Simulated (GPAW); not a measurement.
# As K-edge XANES of zinc-blende (AlAs)₁₋ₓ(InAs)ₓ at x = 0.25

Aim: the As K edge in zinc-blende (AlAs)₁₋ₓ(InAs)ₓ at x = 0.25, one member of a composition series.

Main program and level: GPAW 26.7.0; X-ray absorption from dipole matrix elements to empty bands, plane-wave PAW LDA.

This is a report of a sequence of runs, with most program output left out.

## Step 1: Set-up

The cell holds 16 atoms: 6 Al, 8 As and 2 In. Its edges and angles: a = 8.146 Å, b = 8.146 Å, c = 8.146 Å, α = 60.0°, β = 60.0°, γ = 60.0°. 16-atom zinc-blende cell, 2 of 8 Al sites taken by In at random, lattice constants typed for the ends and interpolated (Vegard).

## Step 2: Relaxation

The cell was built by hand, so its atoms are relaxed first: near-edge features follow bond lengths closely.

Input file relax.py:

```python
import numpy as np
from ase import Atoms
from ase.parallel import parprint, paropen
from gpaw import GPAW, PW, FermiDirac, Mixer, MixerDif, setup_paths
from ase.optimize import BFGS

atoms = Atoms('AlAsAlAsInAsAlAsAlAsAlAsInAsAlAs',
    cell=[[0, 5.76025, 5.76025],
     [5.76025, 0, 5.76025],
     [5.76025, 5.76025, 0]],
    scaled_positions=[[0.999678, 0.99591, 0.999602],
     [0.125728, 0.124494, 0.122253],
     [0.995999, 0.000832, 0.499748],
     [0.125292, 0.123928, 0.621601],
     [0.998357, 0.500461, 0.000206],
     [0.126422, 0.627715, 0.122232],
     [0.99906, 0.496247, 0.499514],
     [0.124294, 0.623476, 0.620209],
     [0.496668, 0.002135, 0.004147],
     [0.624738, 0.125694, 0.126772],
     [0.499034, 0.999116, 0.498893],
     [0.629353, 0.124006, 0.625443],
     [0.504617, 0.498542, 0.000238],
     [0.628374, 0.624606, 0.127049],
     [0.496288, 0.499773, 0.499386],
     [0.626506, 0.624135, 0.621194]],
    pbc=True)
atoms.calc = GPAW(legacy_gpaw=True, mode=PW(400, force_complex_dtype=True), xc='LDA', setups={},
    kpts={'size': (3, 3, 3), 'gamma': True}, occupations=FermiDirac(0.08),
    charge=0, mixer=Mixer(0.1, 5, 50), maxiter=150,
    convergence={'density': 0.0001, 'eigenstates': 1e-6}, txt='relax.txt')
steps = []
opt = BFGS(atoms, logfile='-')
opt.attach(lambda: steps.append([atoms.get_potential_energy(), float(np.linalg.norm(atoms.get_forces(), axis=1).max())]))
done = opt.run(fmax=0.05, steps=30)
out = dict(done=bool(done), steps=steps, frac=atoms.get_scaled_positions().tolist())
import json
with paropen('out.json', 'w') as f:
    json.dump(out, f)
```

Launch:

```bash
OMP_NUM_THREADS=1 mpirun -n 4 gpaw python relax.py
```

The job ended after 2.2 min (4 MPI ranks of Intel Xeon Platinum 8488C (Sapphire Rapids), shared host; peak memory 0.34 GiB; 8.9 min of CPU time).

In 6 steps the energy fell by 386 meV (energies extrapolated to zero smearing) and the largest force to 0.034 eV/Å. Atom 14 (As; the text counts from 1, the script from 0) is among those that moved most, by 0.12 Å.

## Step 3: The field without a hole

The ground state comes first: it tells whether the system has a gap, which decides how the excited electron is treated.

Input file scf.py:

```python
import numpy as np
from ase import Atoms
from ase.parallel import parprint, paropen
from gpaw import GPAW, PW, FermiDirac, Mixer, MixerDif, setup_paths
from gpaw.test import gen
setup_paths.insert(0, '.')
gen('As', name='nch1s', xcname='LDA', corehole=(1, 0, 0), write_xml=True)
from gpaw.mpi import world
world.barrier()

atoms = Atoms('AlAsAlAsInAsAlAsAlAsAlAsInAsAlAs',
    cell=[[0, 5.76025, 5.76025],
     [5.76025, 0, 5.76025],
     [5.76025, 5.76025, 0]],
    scaled_positions=[[0.9999044, 0.9995958, 0.9979001],
     [0.1291518, 0.1101157, 0.1281278],
     [0.9991946, 0.9991883, 0.498407],
     [0.1251155, 0.1230587, 0.6234912],
     [0.0018021, 0.4995423, 0.9975631],
     [0.1174979, 0.6342014, 0.1331737],
     [0.9993109, 0.4974776, 0.4986238],
     [0.1282588, 0.6288806, 0.6081912],
     [0.4987372, 0.001691, 0.0010418],
     [0.6301892, 0.1106721, 0.1304365],
     [0.5000255, 0.9990879, 0.5009963],
     [0.624129, 0.1240642, 0.6265151],
     [0.503914, 0.5000475, 0.998054],
     [0.6159101, 0.6361187, 0.1357615],
     [0.4977332, 0.4984227, 0.5012997],
     [0.6295945, 0.6288455, 0.6088796]],
    pbc=True)
atoms.calc = calc = GPAW(legacy_gpaw=True, mode=PW(400, force_complex_dtype=True), xc='LDA', setups={1: 'nch1s'},
    kpts={'size': (3, 3, 3), 'gamma': True}, occupations=FermiDirac(0.05),
    charge=0, mixer=Mixer(0.1, 5, 50), maxiter=150,
    convergence={'density': 0.0001, 'eigenstates': 1e-6}, txt='scf.txt')
energy = atoms.get_potential_energy() + calc.get_reference_energy()
ef = calc.get_fermi_level()
out = dict(energy=energy, fermi=ef, forces=atoms.get_forces().tolist())
parprint(f'all-electron energy {energy:.4f} eV, Fermi level {ef:.4f} eV')
ev = np.array([[calc.get_eigenvalues(k, s) for k in range(len(calc.get_ibz_k_points()))] for s in range(calc.get_number_of_spins())])
out['homo'], out['lumo'], out['counts'] = ev[ev < ef].max(), ev[ev > ef].min(), sorted(set((ev < ef).sum((0, 2)).tolist()))
out['filled'] = (ev[:, 0] < ef).sum(1).tolist()
import json
with paropen('out.json', 'w') as f:
    json.dump(out, f)
```

Launch:

```bash
OMP_NUM_THREADS=1 mpirun -n 4 gpaw python scf.py
```

It took 42 s on 4 MPI ranks; peak memory 0.34 GiB; 2.8 min of CPU time.

The mesh shows a gap of 1.06 eV. The excited electron is kept all the same, so that all members of the series, with or without a gap, are treated alike.

## Step 4: Cell without a hole, the energy reference

The photon energy needs a difference of total energies, so the cell and mesh of the coming hole run are first run without a hole.

Edit scf.py of step 3 so:

```diff
@@ -32,3 +32,3 @@
 atoms.calc = calc = GPAW(legacy_gpaw=True, mode=PW(400, force_complex_dtype=True), xc='LDA', setups={1: 'nch1s'},
-    kpts={'size': (3, 3, 3), 'gamma': True}, occupations=FermiDirac(0.05),
+    kpts={'size': (3, 3, 3), 'gamma': True}, occupations=FermiDirac(0.02),
     charge=0, mixer=Mixer(0.1, 5, 50), maxiter=150,
```

Wall time 40 s (4 MPI ranks); peak memory 0.34 GiB; 2.6 min of CPU time.

Reference energy: -850579.326 eV with the cores included.

## Step 5: Spectrum with XCH, As atom 2

The holes are 8.1 Å apart. In GPAW the data set carries the hole's charge, so charge=0 means a charged cell and charge=-1 a neutral one. The excited electron is kept in the cell, where it fills the lowest empty states and screens the hole. After the field has converged, empty bands are computed with the density fixed and the dipole matrix elements are summed.

The absorber has 3 Al at 2.46 Å and 1 In at 2.59 Å (distorted tetrahedral).

Input file xas.py:

```python
import numpy as np
from ase import Atoms
from ase.parallel import parprint, paropen
from gpaw import GPAW, PW, FermiDirac, Mixer, MixerDif, setup_paths
from gpaw.test import gen
setup_paths.insert(0, '.')
gen('As', name='fch1s', xcname='LDA', corehole=(1, 0, 1), write_xml=True)
from gpaw.mpi import world
world.barrier()

atoms = Atoms('AlAsAlAsInAsAlAsAlAsAlAsInAsAlAs',
    cell=[[0, 5.76025, 5.76025],
     [5.76025, 0, 5.76025],
     [5.76025, 5.76025, 0]],
    scaled_positions=[[0.9999044, 0.9995958, 0.9979001],
     [0.1291518, 0.1101157, 0.1281278],
     [0.9991946, 0.9991883, 0.498407],
     [0.1251155, 0.1230587, 0.6234912],
     [0.0018021, 0.4995423, 0.9975631],
     [0.1174979, 0.6342014, 0.1331737],
     [0.9993109, 0.4974776, 0.4986238],
     [0.1282588, 0.6288806, 0.6081912],
     [0.4987372, 0.001691, 0.0010418],
     [0.6301892, 0.1106721, 0.1304365],
     [0.5000255, 0.9990879, 0.5009963],
     [0.624129, 0.1240642, 0.6265151],
     [0.503914, 0.5000475, 0.998054],
     [0.6159101, 0.6361187, 0.1357615],
     [0.4977332, 0.4984227, 0.5012997],
     [0.6295945, 0.6288455, 0.6088796]],
    pbc=True)
atoms.calc = calc = GPAW(legacy_gpaw=True, mode=PW(400, force_complex_dtype=True), xc='LDA', setups={1: 'fch1s'},
    kpts={'size': (3, 3, 3), 'gamma': True}, occupations=FermiDirac(0.04),
    charge=-1, mixer=Mixer(0.1, 5, 50), maxiter=150,
    convergence={'density': 0.0001, 'eigenstates': 1e-6}, txt='scf.txt')
energy = atoms.get_potential_energy() + calc.get_reference_energy()
ef = calc.get_fermi_level()
out = dict(energy=energy, fermi=ef, forces=atoms.get_forces().tolist())
parprint(f'all-electron energy {energy:.4f} eV, Fermi level {ef:.4f} eV')
ev = np.array([[calc.get_eigenvalues(k, s) for k in range(len(calc.get_ibz_k_points()))] for s in range(calc.get_number_of_spins())])
out['homo'], out['lumo'], out['counts'] = ev[ev < ef].max(), ev[ev > ef].min(), sorted(set((ev < ef).sum((0, 2)).tolist()))
out['filled'] = (ev[:, 0] < ef).sum(1).tolist()

from ase.units import Ha
from gpaw.xas import dipole_matrix_elements
nb = int(calc.get_number_of_electrons() / 2) + 195
top, nb = nb, nb + 8 + nb // 12
nscf = calc.fixed_density(kpts={'size': (4, 4, 4), 'gamma': True}, nbands=nb,
    convergence={'bands': top, 'eigenstates': 5e-3}, maxiter=60, txt='nscf.txt')
cell = atoms.cell.array
ops = [cell.T @ U.T @ np.linalg.inv(cell.T) for U in nscf.wfs.kd.symmetry.op_scc]
filled = [42]  # bands filled in the ground state, by spin
E = np.arange(-6, 30, 0.1)
fwhm = np.interp(E, [4, 25], [2.14, 3.5])
Y, X, zero, highest = 0, 0, 1e9, 1e9
for spin in range(nscf.get_number_of_spins()):
    wfs = nscf.wfs
    mine = wfs.bd.get_slice()  # this rank's bands
    A = dipole_matrix_elements(wfs.setups[1])
    eps = np.zeros((wfs.kd.nibzkpts, nb))
    d = np.zeros((3, A.shape[1], wfs.kd.nibzkpts, nb), complex)
    for kpt in wfs.kpt_u:
        if kpt.s == spin and 1 in kpt.P_ani:
            eps[kpt.k, mine] = kpt.eps_n * Ha
            d[:, :, kpt.k, mine] = (kpt.weight * wfs.nspins / 2) ** 0.5 * np.inner(A, kpt.P_ani[1])
    world.sum(eps)
    world.sum(d)
    T = np.einsum('amkn,bmkn->abkn', d, d.conj()).real
    T = sum(np.einsum('ai,ijkn,bj->abkn', R, T, R) for R in ops) / len(ops)
    empty = np.ones_like(eps, bool) & (np.arange(nb) >= filled[spin])
    zero, highest = min(zero, eps[empty].min()), min(highest, eps[:, top - 1].min())
    lines = [(eps, T, empty)] if spin == 0 else lines + [(eps, T, empty)]
for eps, T, empty in lines:
    f = np.einsum('aakn->akn', T).reshape(3, -1)
    x = eps.ravel() - zero
    w = np.interp(x, E, fwhm) / 2.35482
    g = np.exp(-0.5 * ((E[:, None] - x) / w) ** 2) / (w * (2 * np.pi) ** 0.5)
    Y = Y + (f * empty.ravel()) @ g.T
    X = X + (f * ~empty.ravel()) @ g.T
out.update(E=E.round(2).tolist(), xas=Y.tolist(), xes=X.tolist(), zero=zero, valid=highest - zero, nk=len(eps), nb=nb)
for i in range(0, len(E), 10):
    parprint(f'{E[i]:7.2f}', *(f'{v:10.3e}' for v in Y[:, i]))
import json
with paropen('out.json', 'w') as f:
    json.dump(out, f)
```

Launch:

```bash
OMP_NUM_THREADS=1 mpirun -n 4 gpaw python xas.py
```

Run time: 5.1 min. Hardware: 4 MPI ranks; peak memory 0.79 GiB.

The As K spectrum, As atom 2, excited-electron core hole (neutral cell) (energy from the bottom of the conduction band, which holds the excited electron; intensity scaled to a mean of 1 over the first 20 eV):

```tsv
E (eV)	intensity
-2.0	0.00
-1.4	0.01
-0.8	0.04
-0.2	0.13
0.4	0.34
1.0	0.65
1.6	0.93
2.2	1.08
2.8	1.17
3.4	1.30
4.0	1.41
4.6	1.40
5.2	1.36
5.8	1.37
6.4	1.39
7.0	1.35
7.6	1.24
8.2	1.14
8.8	1.03
9.4	0.93
10.0	0.84
10.6	0.80
11.2	0.82
11.8	0.87
12.4	0.91
13.0	0.92
13.6	0.88
14.2	0.84
14.8	0.82
15.4	0.85
16.0	0.89
16.6	0.92
17.2	0.93
17.8	0.92
18.4	0.90
19.0	0.90
19.6	0.90
20.2	0.90
20.8	0.90
21.4	0.89
22.0	0.89
22.6	0.91
23.2	0.95
23.8	0.98
24.4	1.00
25.0	0.99
25.6	0.95
26.2	0.88
26.8	0.80
27.4	0.73
28.0	0.67
```

Main maxima below 27 eV (height): 4.2 eV (1.42), 6.4 eV (1.39), 12.8 eV (0.92), 17.0 eV (0.93) and 24.6 eV (1.00). A K edge sees empty p states on the absorber.

The energy difference (zero at 11881 eV) isn't read as a photon energy: for so heavy an absorber the terms left out (the hole's spin, the functional's error) amount to tens of eV or more.

## Step 6: Reference energy of the cell

The absorbing element, whose data set is made anew, changes for the next run, so it gets a reference energy of its own.

Edit scf.py of step 4 so:

```diff
@@ -6,3 +6,3 @@
 setup_paths.insert(0, '.')
-gen('As', name='nch1s', xcname='LDA', corehole=(1, 0, 0), write_xml=True)
+gen('Al', name='nch1s', xcname='LDA', corehole=(1, 0, 0), write_xml=True)
 from gpaw.mpi import world
@@ -31,3 +31,3 @@
     pbc=True)
-atoms.calc = calc = GPAW(legacy_gpaw=True, mode=PW(400, force_complex_dtype=True), xc='LDA', setups={1: 'nch1s'},
+atoms.calc = calc = GPAW(legacy_gpaw=True, mode=PW(400, force_complex_dtype=True), xc='LDA', setups={2: 'nch1s'},
     kpts={'size': (3, 3, 3), 'gamma': True}, occupations=FermiDirac(0.02),
```

Launch:

```bash
OMP_NUM_THREADS=1 mpirun -n 4 gpaw python scf.py
```

Run time: 40 s. Hardware: 4 MPI ranks; peak memory 0.34 GiB; 2.7 min of CPU time.

Reference energy: -850579.326 eV with the cores included.

## Step 7: Spectrum with XCH, Al atom 3

The holes are 8.1 Å apart. The excited electron is kept in the cell, where it fills the lowest empty states and screens the hole. After the field has converged, empty bands are computed with the density fixed and the dipole matrix elements are summed.

The absorber has 2 As at 2.46 Å and 2 As at 2.49 Å (tetrahedral).

Edit xas.py of step 5 so:

```diff
@@ -6,3 +6,3 @@
 setup_paths.insert(0, '.')
-gen('As', name='fch1s', xcname='LDA', corehole=(1, 0, 1), write_xml=True)
+gen('Al', name='fch1s', xcname='LDA', corehole=(1, 0, 1), write_xml=True)
 from gpaw.mpi import world
@@ -31,3 +31,3 @@
     pbc=True)
-atoms.calc = calc = GPAW(legacy_gpaw=True, mode=PW(400, force_complex_dtype=True), xc='LDA', setups={1: 'fch1s'},
+atoms.calc = calc = GPAW(legacy_gpaw=True, mode=PW(400, force_complex_dtype=True), xc='LDA', setups={2: 'fch1s'},
     kpts={'size': (3, 3, 3), 'gamma': True}, occupations=FermiDirac(0.04),
@@ -53,3 +53,3 @@
 E = np.arange(-6, 30, 0.1)
-fwhm = np.interp(E, [4, 25], [2.14, 3.5])
+fwhm = np.interp(E, [4, 25], [0.9, 3.5])
 Y, X, zero, highest = 0, 0, 1e9, 1e9
@@ -58,3 +58,3 @@
     mine = wfs.bd.get_slice()  # this rank's bands
-    A = dipole_matrix_elements(wfs.setups[1])
+    A = dipole_matrix_elements(wfs.setups[2])
     eps = np.zeros((wfs.kd.nibzkpts, nb))
@@ -62,5 +62,5 @@
     for kpt in wfs.kpt_u:
-        if kpt.s == spin and 1 in kpt.P_ani:
+        if kpt.s == spin and 2 in kpt.P_ani:
             eps[kpt.k, mine] = kpt.eps_n * Ha
-            d[:, :, kpt.k, mine] = (kpt.weight * wfs.nspins / 2) ** 0.5 * np.inner(A, kpt.P_ani[1])
+            d[:, :, kpt.k, mine] = (kpt.weight * wfs.nspins / 2) ** 0.5 * np.inner(A, kpt.P_ani[2])
     world.sum(eps)
```

Launch:

```bash
OMP_NUM_THREADS=1 mpirun -n 4 gpaw python xas.py
```

It took 4.9 min on 4 MPI ranks; peak memory 0.79 GiB; 20 min of CPU time.

The Al K spectrum, Al atom 3, excited-electron core hole (neutral cell) (energy from the bottom of the conduction band, which holds the excited electron; intensity scaled to a mean of 1 over the first 20 eV):

```tsv
E (eV)	isotropic	ε ∥ x	ε ∥ y
-2.0	0.00	0.00	0.00
-1.5	0.00	0.00	0.00
-1.0	0.00	0.00	0.00
-0.5	0.00	0.00	0.00
0.0	0.04	0.04	0.05
0.5	0.28	0.23	0.30
1.0	0.78	0.67	0.84
1.5	1.16	1.03	1.23
2.0	1.43	1.26	1.52
2.5	1.50	1.41	1.55
3.0	1.51	1.47	1.54
3.5	2.42	2.47	2.40
4.0	2.63	2.88	2.50
4.5	1.59	1.71	1.53
5.0	1.04	1.07	1.02
5.5	0.85	0.88	0.84
6.0	0.94	0.95	0.92
6.5	1.05	1.04	1.04
7.0	0.97	0.92	0.98
7.5	0.83	0.80	0.85
8.0	0.80	0.80	0.81
8.5	0.83	0.83	0.83
9.0	0.88	0.88	0.89
9.5	0.95	0.96	0.94
10.0	1.02	1.05	1.00
10.5	1.13	1.16	1.11
11.0	1.26	1.28	1.24
11.5	1.29	1.30	1.28
12.0	1.21	1.21	1.22
12.5	1.09	1.08	1.10
13.0	0.95	0.94	0.95
13.5	0.80	0.80	0.80
14.0	0.68	0.68	0.68
14.5	0.61	0.60	0.61
15.0	0.60	0.60	0.59
15.5	0.63	0.65	0.62
16.0	0.68	0.72	0.67
16.5	0.73	0.78	0.71
17.0	0.76	0.79	0.74
17.5	0.75	0.77	0.74
18.0	0.73	0.74	0.73
18.5	0.71	0.71	0.72
19.0	0.71	0.71	0.71
19.5	0.72	0.72	0.72
20.0	0.73	0.73	0.73
20.5	0.72	0.72	0.72
21.0	0.71	0.70	0.71
21.5	0.69	0.67	0.70
22.0	0.68	0.65	0.70
22.5	0.69	0.65	0.70
23.0	0.70	0.65	0.72
23.5	0.72	0.67	0.74
24.0	0.73	0.69	0.76
24.5	0.74	0.70	0.76
25.0	0.74	0.71	0.76
25.5	0.73	0.71	0.74
26.0	0.72	0.71	0.73
26.5	0.72	0.72	0.72
27.0	0.72	0.73	0.72
27.5	0.73	0.75	0.72
28.0	0.75	0.77	0.74
```

Main maxima below 24 eV (height): 2.3 eV (1.53), 3.8 eV (2.78), 6.5 eV (1.05), 11.4 eV (1.29) and 17.1 eV (0.76). 

The total-energy difference is 1564.73 eV. One term is added: -13.88 eV, since the hole is spin-paired here and a spin-polarised one costs that much less in the free atom (computed apart). The photon energy is then 1550.85 eV. The tabulated edge of the element is 1559 eV. The functional leaves an error in such absolute values: in the free atom LDA prices this hole 7.2 eV below PBE (computed apart), and PBE is itself good to a few eV.

## Step 8: Results

- absorber and edge: As K, atom 2 of the ground-state input (counted from 1)
- surroundings: 3 Al at 2.46 Å and 1 In at 2.59 Å (distorted tetrahedral)
- highest intensity below 24 eV: 4.2 eV above the zero, height 1.42

In words: The As K edge of atom 2, with 3 Al at 2.46 Å and 1 In at 2.59 Å (distorted tetrahedral), has its highest intensity of the first 24 eV at 4.2 eV above the zero, 1.4 times the mean level of the first 20 eV (Gaussian full width 2.14 eV up to 4 eV, rising linearly to 3.5 eV at 25 eV). The script folds with a Gaussian, whereas the core hole's own line is a Lorentzian, so the onset is too steep and the first peak too high. Lifetime broadening is put in by hand, and intensities beyond about 20 eV depend on it and on the partial waves.

[Logs are printed without paths, hosts, clocks, repeated set-up lines and the standing remarks that a program may print on its own settings, such as how far it seeks lower states.]

[Hosts, paths, dates, database ids (printed as entryN), source tags and the programs' standing remarks are cut or masked in the printed files.]

[Lists of maxima count a maximum above −3 eV only where it reaches 4 % of the highest in the window and stands out from its surroundings by 2 % of it (1.5 % where it reaches 55 %); shoulders and weaker maxima are passed over, and of the rest the first, up to two pre-edge ones and the few strongest are named.]
